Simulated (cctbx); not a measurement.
# A crystallographic session in cctbx: LiNbCr4Ge3Te

Library: cctbx 2025.11. The data are simulated by the first script.

## 1. Simulate the data

run.py:

```python
from cctbx import adptbx, crystal, miller, sgtbx, xray
from cctbx.array_family import flex
from iotbx.shelx import hklf
from scitbx import matrix
import scitbx.random

cs = crystal.symmetry(unit_cell=(3.648, 3.648, 45.427, 90, 90, 120), space_group_symbol='Hall: R 3 -2"')  # R3m
atoms = [  # label, site, U (iso, or U11 U22 U33 U12 U13 U23 in A^2), occupancy
    ("Te1", (0, 0, 0.20273), (0.0163, 0.0163, 0.0145, 0.0081, 0.0000, 0.0000), 1),
    ("Nb1", (2/3, 1/3, 0.03543), (0.0192, 0.0192, 0.0185, 0.0096, 0.0000, -0.0000), 1),
    ("Ge1", (1/3, 2/3, 0.16533), (0.0157, 0.0157, 0.0182, 0.0079, -0.0000, 0.0000), 1),
    ("Ge2", (2/3, 1/3, 0.23273), (0.0163, 0.0163, 0.0158, 0.0081, 0.0000, 0.0000), 1),
    ("Ge3", (0, 0, 0.29823), (0.0186, 0.0186, 0.0175, 0.0093, 0.0000, 0.0000), 1),
    ("Cr1", (1/3, 2/3, 0.07093), (0.0276, 0.0276, 0.0239, 0.0138, -0.0000, 0.0000), 1),
    ("Cr2", (2/3, 1/3, 0.13743), (0.0274, 0.0274, 0.0245, 0.0137, -0.0000, 0.0000), 1),
    ("Cr3", (1/3, 2/3, 0.26873), (0.0233, 0.0233, 0.0233, 0.0117, 0.0000, 0.0000), 1),
    ("Cr4", (0, 0, 0.00013), (0.0204, 0.0204, 0.0259, 0.0102, 0.0000, 0.0000), 1),
    ("Li1", (0, 0, 0.10523), (0.0292, 0.0292, 0.0291, 0.0146, 0.0000, -0.0000), 1),
]
xs = xray.structure(crystal_symmetry=cs)
for label, site, u, occ in atoms:
    u = adptbx.u_cif_as_u_star(cs.unit_cell(), u) if isinstance(u, tuple) else u
    xs.add_scatterer(xray.scatterer(label, site=site, u=u, occupancy=occ))
xs.set_inelastic_form_factors(1.54184, "sasaki")
xs.show_summary()
p1 = xs.expand_to_p1()
ms = miller.build_set(p1, anomalous_flag=True, d_min=0.83)
flex.set_random_seed(945487)
scitbx.random.set_random_seed(945487)
ms = ms.select(flex.random_double(ms.size()) < 0.5)
i = ms.structure_factors_from_scatterers(p1, algorithm="direct").f_calc().as_intensity_array().data()
i = i / flex.sqrt(1 + 0.1 * i / flex.max(i))  # extinction
i = i * 70000 / flex.max(i)
sig = flex.sqrt(i + flex.pow2(0.06 * i) + 2 ** 2)
noise = scitbx.random.variate(scitbx.random.normal_distribution())(i.size())
data = ms.array(data=i + sig * noise, sigmas=sig).set_observation_type_xray_intensity()
with open("data.hkl", "w") as f:
    data.export_as_shelx_hklf(f)
print("reflections written:", data.size(), " <I/sigma> = %.1f" % flex.mean(data.data() / data.sigmas()))
for h, a, b in list(data.sort("data"))[:12]:
    print("%4d%4d%4d %9.1f %7.1f" % (h + (a, b)))
```

```console
$ python run.py
```

```text
Number of scatterers: 10
At special positions: 10
Unit cell: (3.648, 3.648, 45.427, 90, 90, 120)
Space group: R 3 m :H (No. 160)
reflections written: 1951  <I/sigma> = 4.2
  -1   1  10   67824.7  4208.3
   1  -2   0   53161.9  2986.6
  -1   1 -20   51537.2  2908.1
   1   0 -20   51154.2  2908.1
  -1   0  20   49700.2  2782.9
   0  -1 -20   48427.0  2908.1
  -1   2   0   46209.5  2986.6
   1  -1  20   40936.2  2782.9
   0  -2 -10   38386.0  2192.3
   2  -2  10   36330.3  2139.1
   0   2  10   34633.8  2139.1
  -2   0  10   34384.7  2139.1
```

Run time: 0.25 s on 1 thread of Arm Neoverse V2 (shared host), peak memory 0.07 GiB.

## 2. Symmetry

run.py:

```python
from cctbx import crystal, sgtbx, statistics
from cctbx.array_family import flex
from iotbx.shelx import hklf

p1 = crystal.symmetry(unit_cell=(3.648, 3.648, 45.427, 90, 90, 120), space_group_symbol="P 1")
raw = hklf.reader(file_name="data.hkl").as_miller_arrays(crystal_symmetry=p1, anomalous=True)[0]
print(raw.size(), "reflections to d = %.3f A" % raw.d_min())
isig = raw.data() / raw.sigmas()
print("centring   violations  <I/sigma> of those")
best = "P"
for c in "ABCIRF":
    a = raw.customized_copy(space_group_info=sgtbx.space_group_info("Hall: %s 1" % c)).sys_absent_flags().data()
    m = flex.mean(isig.select(a))
    print("%5s %10d of %5d %8.1f" % (c, (isig.select(a) > 4).count(True), a.count(True), m))
    if (isig.select(a) > 4).count(True) < 0.01 * a.count(True):
        best = c
raw = raw.select(~raw.customized_copy(space_group_info=sgtbx.space_group_info("Hall: %s 1" % best)).sys_absent_flags().data())
isig = raw.data() / raw.sigmas()
rows = []
for s in sgtbx.space_group_symbol_iterator():
    g = sgtbx.space_group(s)
    if g.conventional_centring_type_symbol() != best or not g.is_compatible_unit_cell(p1.unit_cell(), 1e-3, 0.02):
        continue
    rows.append((s, g))
print("Laue class    unique    Rint  (classes that these axes allow; Friedel mates merged)")
rint = {}
for s, g in rows:
    laue = g.build_derived_patterson_group()
    key = laue.type().hall_symbol()
    if key not in rint:
        m = raw.customized_copy(space_group_info=laue.info(), anomalous_flag=False).merge_equivalents()
        rint[key] = m.r_int()
        print("%-14s %6d %7.3f" % (laue.type().lookup_symbol(), m.array().size(), m.r_int()))
floor = min(rint.values())
good = [(s, g) for s, g in rows if rint[g.build_derived_patterson_group().type().hall_symbol()] < 2 * floor + 0.03]
top = max(g.build_derived_patterson_group().order_z() for s, g in good)
print("space group    extra absences  I>4sigma  <I/sigma>")
for s, g in good:
    laue = g.build_derived_patterson_group()
    if laue.order_z() != top:
        continue
    a = raw.customized_copy(space_group_info=g.info()).sys_absent_flags().data()
    a &= ~raw.customized_copy(space_group_info=laue.info()).sys_absent_flags().data()
    bad = (isig.select(a) > 4).count(True)
    if bad <= 0.03 * a.count(True):
        print("%-16s %8d %10d %9s  %s" % (s.universal_hermann_mauguin(), a.count(True), bad, "%.1f" % flex.mean(isig.select(a)) if a.count(True) else "-", "centric" if g.is_centric() else "acentric"))
laue = max(good, key=lambda t: t[1].build_derived_patterson_group().order_z())[1].build_derived_patterson_group()
f = raw.customized_copy(space_group_info=laue.info(), anomalous_flag=False).merge_equivalents().array().eliminate_sys_absent().f_sq_as_f()
f.set_observation_type_xray_amplitude()
bins = max(3, min(8, f.size() // 12))
f.setup_binner(n_bins=bins)
w = statistics.wilson_plot(f, {e: n / laue.order_z() for e, n in {'Te': 3.0, 'Nb': 3.0, 'Ge': 9.0, 'Cr': 12.0, 'Li': 3.0}.items()}, e_statistics=True)
print("Wilson B = %.2f A^2   <|E^2-1|> = %.3f (0.968 centric, 0.736 acentric)   E^2>4: %.1f %%" % (w.wilson_b, w.mean_e_sq_minus_1, w.percent_e_sq_gt_2))
print("shell (A)         n   <I/sigma>")
m = raw.customized_copy(space_group_info=laue.info(), anomalous_flag=False).merge_equivalents().array().eliminate_sys_absent()
for b in m.setup_binner(n_bins=bins).range_used():
    sel = m.binner().selection(b)
    print("%5.2f - %4.2f %6d %8.1f" % (min(m.binner().bin_d_range(b)[0] if m.binner().bin_d_range(b)[0] > 0 else 99, 99), m.binner().bin_d_range(b)[1], sel.count(True), flex.mean((m.data() / m.sigmas()).select(sel))))
```

```console
$ python run.py
```

```text
1951 reflections to d = 0.833 A
centring   violations  <I/sigma> of those
    A        300 of   980      4.2
    B        295 of   989      4.1
    C        313 of  1001      4.2
    I        304 of   968      4.3
    R          0 of  1295      0.0
    F        454 of  1485      4.2
Laue class    unique    Rint  (classes that these axes allow; Friedel mates merged)
R -3 :H           225   0.067
R -3 m :H         167   0.068
space group    extra absences  I>4sigma  <I/sigma>
R 3 2 :H                0          0         -  acentric
R 3 m :H                0          0         -  acentric
R -3 m :H               0          0         -  centric
Wilson B = 1.72 A^2   <|E^2-1|> = 1.098 (0.968 centric, 0.736 acentric)   E^2>4: 7.8 %
shell (A)         n   <I/sigma>
 7.57 - 1.66     27     16.6
 1.66 - 1.32     23     13.3
 1.32 - 1.15     20     19.0
 1.15 - 1.05     19     22.1
 1.05 - 0.97     20     14.7
 0.97 - 0.92     16     13.5
 0.92 - 0.87     21     12.8
 0.87 - 0.83     21     20.9
```

Time: 0.25 s.

## 3. Patterson map

run.py:

```python
from cctbx import crystal, maptbx
from iotbx.shelx import hklf

cs = crystal.symmetry(unit_cell=(3.648, 3.648, 45.427, 90, 90, 120), space_group_symbol='Hall: R 3 -2"')  # R3m
raw = hklf.reader(file_name="data.hkl").as_miller_arrays(crystal_symmetry=cs, anomalous=True)[0]
merged = raw.eliminate_sys_absent().merge_equivalents()
fo2 = merged.array().set_observation_type_xray_intensity()
f = fo2.average_bijvoet_mates().f_sq_as_f()
pm = f.patterson_map(symmetry_flags=maptbx.use_space_group_symmetry, sharpening=False, resolution_factor=0.25)
peaks = pm.peak_search(parameters=maptbx.peak_search_parameters(min_distance_sym_equiv=0.4, max_clusters=14)).all()
top = peaks.heights()[0]
print("Patterson group", f.patterson_symmetry().space_group_info())
print("      u       v       w   height  length (A)")
for x, h in zip(peaks.sites(), peaks.heights()):
    y = [t - round(t) for t in x]
    print("%7.3f %7.3f %7.3f %8.1f %8.2f" % (x + (1000 * h / top, cs.unit_cell().length(y))))
```

```console
$ python run.py
```

```text
Patterson group R -3 m :H
      u       v       w   height  length (A)
  0.000   0.000   0.000   1000.0     0.00
  0.000   0.000   0.500    841.8    22.71
  0.000   0.000   0.300    745.3    13.61
  0.000   0.000   0.201    704.3     9.12
  0.000   0.000   0.400    679.6    18.19
  0.000   0.000   0.099    620.7     4.49
 -0.006   0.497   0.350     18.4    16.01
  0.002   0.501   0.150     15.1     7.06
  0.003   0.501   0.050     11.9     2.90
 -0.001   0.500   0.450      9.9    20.51
  0.003   0.501   0.250      8.1    11.51
  0.113   0.226   0.022     -3.1     1.22
  0.000   0.000   0.026     -3.7     1.18
  0.037   0.518   0.523     -5.2    21.74
```

Time: 0.28 s.

## 4. Charge flipping

run.py:

```python
import itertools
from cctbx import crystal, maptbx
from cctbx.array_family import flex
from iotbx.shelx import hklf
from smtbx.ab_initio import charge_flipping as cf

cs = crystal.symmetry(unit_cell=(3.648, 3.648, 45.427, 90, 90, 120), space_group_symbol='Hall: R 3 -2"')  # R3m
raw = hklf.reader(file_name="data.hkl").as_miller_arrays(crystal_symmetry=cs, anomalous=True)[0]
merged = raw.eliminate_sys_absent().merge_equivalents()
fo2 = merged.array().set_observation_type_xray_intensity()
f = fo2.average_bijvoet_mates().f_sq_as_f().resolution_filter(d_min=0.83)
p1 = f.expand_to_p1()
work = p1
flex.set_random_seed(68570)
it = cf.weak_reflection_improved_iterator(delta=None, weak_reflection_fraction=0.2)
it.start(work, phases=flex.random_double(p1.size()) * 6.2832, f_000=0)
it.delta = 1.1 * it.rho_map.sigma()
print("cycle      R  skewness")
for n, st in enumerate(itertools.islice(it, 200)):
    if n % 16 == 0:
        print("%5d %6.3f %8.2f" % (n, st.r1_factor(), st.rho_map.skewness()))
rho = p1.phase_transfer(it.f_calc).fft_map().apply_volume_scaling()
polish = cf.low_density_elimination_iterator(constant_rho_c=rho.sigma())
polish.start(f_obs=p1, phases=it.f_calc, f_000=0)
for _ in range(8):
    next(polish)
print("origin shift          correlation  skewness")
maps = []
for fc, shift, cc in itertools.islice(cf.f_calc_symmetrisations(f, polish.f_calc, 0), 4):
    m = f.phase_transfer(fc).fft_map(symmetry_flags=maptbx.use_space_group_symmetry, resolution_factor=0.25).apply_sigma_scaling()
    maps.append((m.skewness(), cc, m))
    print("%6.3f %6.3f %6.3f %10.3f %9.2f" % (tuple(shift) + (cc, m.skewness())))
skew, cc, m = max((t for t in maps if t[1] > maps[0][1] - 0.04), key=lambda t: t[0])
print("taken: symmetry correlation %.3f, skewness %.2f" % (cc, skew))
peaks = m.peak_search(parameters=maptbx.peak_search_parameters(min_distance_sym_equiv=0.9, max_clusters=15)).all()
sps = cs.special_position_settings(min_distance_sym_equiv=0.5)
print("peak      x       y       z  mult  height/sigma")
for k, (x, h) in enumerate(zip(peaks.sites(), peaks.heights())):
    ss = sps.site_symmetry(x)
    print("Q%-3d %7.4f %7.4f %7.4f %4d %8.1f" % ((k + 1,) + tuple(t % 1 for t in ss.exact_site()) + (ss.multiplicity(), h)))
```

```console
$ python run.py
```

```text
cycle      R  skewness
    0  0.495     0.56
   16  0.221     3.93
   32  0.229     3.96
   48  0.250     3.83
   64  0.231     3.66
   80  0.255     3.56
   96  0.233     3.43
  112  0.227     3.33
  128  0.244     3.35
  144  0.224     3.29
  160  0.221     3.25
  176  0.226     3.36
  192  0.242     3.31
origin shift          correlation  skewness
 0.066  0.144  0.000      1.000      7.03
-0.600  0.811  0.000      1.000      7.03
 0.066  1.144  0.000      1.000      7.03
-0.934  0.144  0.000      1.000      7.03
taken: symmetry correlation 1.000, skewness 7.03
peak      x       y       z  mult  height/sigma
Q1    0.0000  0.0000  0.7328    3     19.1
Q2    0.0000  0.0000  0.2322    3     12.6
Q3    0.0000  0.0000  0.9331    3     12.4
Q4    0.0000  0.0000  0.4294    3     11.9
Q5    0.0000  0.0000  0.0289    3      9.1
Q6    0.0000  0.0000  0.3324    3      8.8
Q7    0.0000  0.0000  0.8257    3      6.8
Q8    0.0000  0.0000  0.6331    3      5.6
Q9    0.0000  0.0000  0.1338    3      4.6
Q10   0.0000  0.0000  0.5283    3      3.3
Q11   0.0052  0.5026  0.0807    9      1.2
Q12   0.0000  0.0000  0.7602    3      1.0
Q13   0.9872  0.4936  0.2826    9      1.0
Q14   0.0000  0.0000  0.0006    3      0.9
Q15   0.0000  0.0000  0.3996    3      0.9
```

Time: 0.35 s.

## 5. Refinement (model from the peaks)

run.py:

```python
import math
from cctbx import adptbx, crystal, maptbx, sgtbx, xray
from cctbx.array_family import flex
from cctbx.xray import observations
from iotbx.shelx import hklf
from scitbx.lstbx import normal_eqns_solving
from smtbx import absolute_structure, utils
from smtbx.refinement import constraints, least_squares

cs = crystal.symmetry(unit_cell=(3.648, 3.648, 45.427, 90, 90, 120), space_group_symbol='Hall: R 3 -2"')  # R3m
atoms = [  # label, site, U (iso, or U11 U22 U33 U12 U13 U23 in A^2), occupancy
    ("Te1", (0, 0, 0.7328), 0.0200, 1),
    ("Nb1", (0, 0, 0.2322), 0.0200, 1),
    ("Ge1", (0, 0, 0.9331), 0.0200, 1),
    ("Ge2", (0, 0, 0.4294), 0.0200, 1),
    ("Ge3", (0, 0, 0.0289), 0.0200, 1),
    ("Cr1", (0, 0, 0.3324), 0.0200, 1),
    ("Cr2", (0, 0, 0.8257), 0.0200, 1),
    ("Cr3", (0, 0, 0.6331), 0.0200, 1),
    ("Cr4", (0, 0, 0.1338), 0.0200, 1),
    ("Li1", (0, 0, 0.5283), 0.0200, 1),
]
xs = xray.structure(crystal_symmetry=cs)
for label, site, u, occ in atoms:
    u = adptbx.u_cif_as_u_star(cs.unit_cell(), u) if isinstance(u, tuple) else u
    xs.add_scatterer(xray.scatterer(label, site=site, u=u, occupancy=occ))
xs.set_inelastic_form_factors(1.54184, "sasaki")
raw = hklf.reader(file_name="data.hkl").as_miller_arrays(crystal_symmetry=cs, anomalous=True)[0]
merged = raw.eliminate_sys_absent().merge_equivalents()
fo2 = merged.array().set_observation_type_xray_intensity()
print("Rint %.3f, %d unique reflections to %.2f A" % (merged.r_int(), fo2.size(), fo2.d_min()))
for sc in xs.scatterers():
    sc.flags.set_grad_site(True)
    sc.flags.set_grad_u_aniso(sc.flags.use_u_aniso())
    sc.flags.set_grad_u_iso(sc.flags.use_u_iso())
obs = fo2.as_xray_observations()
extra = {}
rep = constraints.reparametrisation(xs, [], utils.connectivity_table(xs), **extra)
ls = least_squares.crystallographic_ls(obs, rep, weighting_scheme=least_squares.mainstream_shelx_weighting(a=0, b=0))
print("cycle     R1     wR2    GooF  max shift (A)")
for cycle in range(6):
    ls.build_up()
    r1, wr2, goof = ls.r1_factor(cutoff_factor=2)[0], ls.wR2(), ls.goof()
    old = xs.sites_cart()
    normal_eqns_solving.levenberg_marquardt_iterations(ls, n_max_iterations=3, tau=0.0001, step_threshold=1e-7)
    big = flex.max((xs.sites_cart() - old).norms())
    print("%4d %7.4f %7.4f %7.3f %9.5f" % (cycle + 1, r1, wr2, goof, big))
    ls.build_up(objective_only=True)
    if abs(ls.wR2() - wr2) < 5e-5 and big < 5e-4:
        break
ls.build_up()
print("final R1 %.4f wR2 %.4f GooF %.3f  parameters %d  data/parameter %.1f" % (ls.r1_factor(cutoff_factor=2)[0], ls.wR2(), ls.goof(), ls.n_parameters, fo2.size() / ls.n_parameters))
cov = ls.covariance_matrix_and_annotations()
su = dict(zip(cov.annotations, (math.sqrt(max(v, 0)) for v in cov.matrix.matrix_packed_u_diagonal())))
a2 = cs.unit_cell().reciprocal_parameters()[0] ** -2
print("atom        x        y        z      Ueq    occ   su(xyz)  su(Uiso or U11)")
for sc in xs.scatterers():
    s = max(su.get(sc.label + k, 0) for k in (".x", ".y", ".z"))
    npd = "" if sc.is_positive_definite_u(cs.unit_cell()) else "  NPD"
    print("%-5s %8.5f %8.5f %8.5f %8.4f %6.3f %8.5f %7.4f%s" % ((sc.label,) + sc.site + (sc.u_iso_or_equiv(cs.unit_cell()), sc.occupancy, s, su.get(sc.label + ".uiso", su.get(sc.label + ".u11", 0) * a2), npd)))
fo = fo2.f_sq_as_f()
fc = fo.structure_factors_from_scatterers(xs, algorithm="direct").f_calc()
diff = fo.f_obs_minus_f_calc(1 / math.sqrt(ls.scale_factor()), fc).average_bijvoet_mates()
m = diff.fft_map(symmetry_flags=maptbx.use_space_group_symmetry, resolution_factor=0.25).apply_volume_scaling()
print("difference map: max %.2f min %.2f rms %.2f" % (m.statistics().max(), m.statistics().min(), m.statistics().sigma()))
peaks = m.peak_search(parameters=maptbx.peak_search_parameters(min_distance_sym_equiv=0.6, max_clusters=5)).all()
near = xs.closest_distances(peaks.sites(), distance_cutoff=4)
sps = cs.special_position_settings(min_distance_sym_equiv=0.5)
for k, (x, h) in enumerate(zip(peaks.sites(), peaks.heights())):
    ss = sps.site_symmetry(x)
    print("Q%-3d %7.4f %7.4f %7.4f %4d %7.2f  %.2f A from %s" % ((k + 1,) + tuple(t % 1 for t in ss.exact_site()) + (ss.multiplicity(), h, near.smallest_distances[k], xs.scatterers()[near.i_seqs[k]].label)))
```

```console
$ python run.py
```

```text
Rint 0.038, 298 unique reflections to 0.83 A
cycle     R1     wR2    GooF  max shift (A)
   1  0.1943  0.4992   9.554   0.15666
   2  0.1103  0.2829   5.415   0.08993
   3  0.1035  0.2714   5.193   0.02748
   4  0.0987  0.2650   5.071   0.01196
   5  0.0958  0.2611   4.996   0.00792
   6  0.0936  0.2578   4.934   0.00710
final R1 0.0921 wR2 0.2550 GooF 4.880  parameters 20  data/parameter 14.9
atom        x        y        z      Ueq    occ   su(xyz)  su(Uiso or U11)
Te1    0.00000  0.00000  0.73234   0.0109  1.000  0.00009  0.0012
Nb1    0.00000  0.00000  0.23183   0.0173  1.000  0.00017  0.0018
Ge1    0.00000  0.00000  0.93345   0.0158  1.000  0.00017  0.0031
Ge2    0.00000  0.00000  0.43001   0.0084  1.000  0.00015  0.0019
Ge3    0.00000  0.00000  0.02883   0.0197  1.000  0.00024  0.0023
Cr1    0.00000  0.00000  0.33305   0.0125  1.000  0.00033  0.0038
Cr2    0.00000  0.00000  0.82631   0.0485  1.000  0.00048  0.0061
Cr3    0.00000  0.00000  0.63251   0.0132  1.000  0.00026  0.0056
Cr4    0.00000  0.00000  0.13491   0.0161  1.000  0.00030  0.0064
Li1    0.00000  0.00000  0.52167   0.0137  1.000  0.00294  0.0230
difference map: max 9.96 min -2.82 rms 0.82
Q1    0.0000  0.0000  0.7335    3    9.96  0.05 A from Te1
Q2    0.0000  0.0000  0.4267    3    9.08  0.15 A from Ge2
Q3    0.0000  0.0000  0.2300    3    8.54  0.08 A from Nb1
Q4    0.0000  0.0000  0.0283    3    7.57  0.02 A from Ge3
Q5    0.0000  0.0000  0.6297    3    6.56  0.13 A from Cr3
```

Time: 0.6 s.

Figures of merit this high mean that the model is still wrong or incomplete.

[Logs are printed without paths, hosts, clocks, repeated set-up lines and the standing remarks that a program may print on its own settings, such as how far it seeks lower states.]
